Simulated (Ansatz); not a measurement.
**What do other settings change for the unslipped end of a generalised stacking fault on (111) (glide set) of a GaP-AlP solid solution (72 atoms)?**

The cell holds 72 atoms: 18 Al, 36 P and 18 Ga. Cell: a = 6.683 Å, b = 11.576 Å, c = 19.103 Å, α = 90.0°, β = 90.0°, γ = 90.0°. It derives from GaP and AlP. Zinc-blende GaP lattice (a = 5.4569 Å, the value set for the mixture), cell with z along [111], 1 x 3 x 2 periods; the third cell vector is tilted by 0.000 of 1/2[11-2] and lengthened by 0.2 Å, so the stacking has no slip (glide set); displaced by a Gaussian of 0.01 Å; 18 of 36 Ga sites given to Al at random (lattice constant by Vegard's rule between GaP and AlP).

Geometry: as built.

Reference run: Kohn-Sham DFT, PBEsol, PAW (set soft_2), plane waves (Ansatz 0.2.0), cutoff 420 eV, k-mesh 5×3×2, fermi-dirac smearing of 0.025 eV.

| Item | Value |
| --- | --- |
| r.m.s. force component | 0.3067 eV/Å |
| pressure | -0.8854 GPa |
| gap (highest filled to lowest empty level) | 1.177 eV |
| SCF cycles | 9 |
| time | 12 min on 4 threads of Arm Neoverse V1, shared host |

**Question.** The cell is repeated and solved at Γ. How do error, time and memory go?
- plane waves, 72 atoms (1×1×1)
- support functions, 72 atoms (1×1×1)
- plane waves, 144 atoms (2×1×1)
- support functions, 144 atoms (2×1×1)

Differences are against the typed cell on a 5×3×2 mesh, which samples like Γ on 2160 atoms (r.m.s. force component 0.307 eV/Å, gap 1.18 eV). Every repeated cell is solved at Γ, and forces are averaged over the copies of each atom. Hardware: 4 threads of Arm Neoverse V1, shared host.

| atoms | repeats | basis | Δ force, r.m.s. (meV/Å) | Δ energy (meV/atom) | less plane waves of the same size (meV/atom) | gap (eV) | spread among copies (meV/Å) | SCF cycles | time | host memory (GiB) |
| --- | --- | --- | --- | --- | --- | --- | --- | --- | --- | --- |
| 72 | 1×1×1 | plane waves | 123 | 34.7 | - | - | - | 9 | 12 s | 1.6 |
| 72 | 1×1×1 | support functions | 123 | 33.8 | -0.84 | 1.15 | - | 13 | 1.7 min | 2.9 |
| 144 | 2×1×1 | plane waves | 17.7 | 40.5 | - | - | 0 | 8 | 54 s | 4.4 |
| 144 | 2×1×1 | support functions | 17.7 | 39.7 | -0.84 | 1.16 | 0 | 13 | 3.2 min | 5.4 |

Repeating the cell at Γ samples more k-points: in plane waves the energy difference from the dense mesh goes from 34.7 meV/atom at 72 atoms to 40.5 at 144, and the force difference from 123 to 18 meV/Å. At equal size the support functions lie 0.84 meV/atom below plane waves, likely because their grid holds more waves than 420 eV; no run tests this. At the largest size the support functions' forces differ from the reference by 5.8 % of the r.m.s. force, which holds the difference of sampling between the two as well as that of the basis.

[Hosts, paths, dates, database ids (printed as entryN), source tags and the programs' standing remarks are cut or masked in the printed files.]
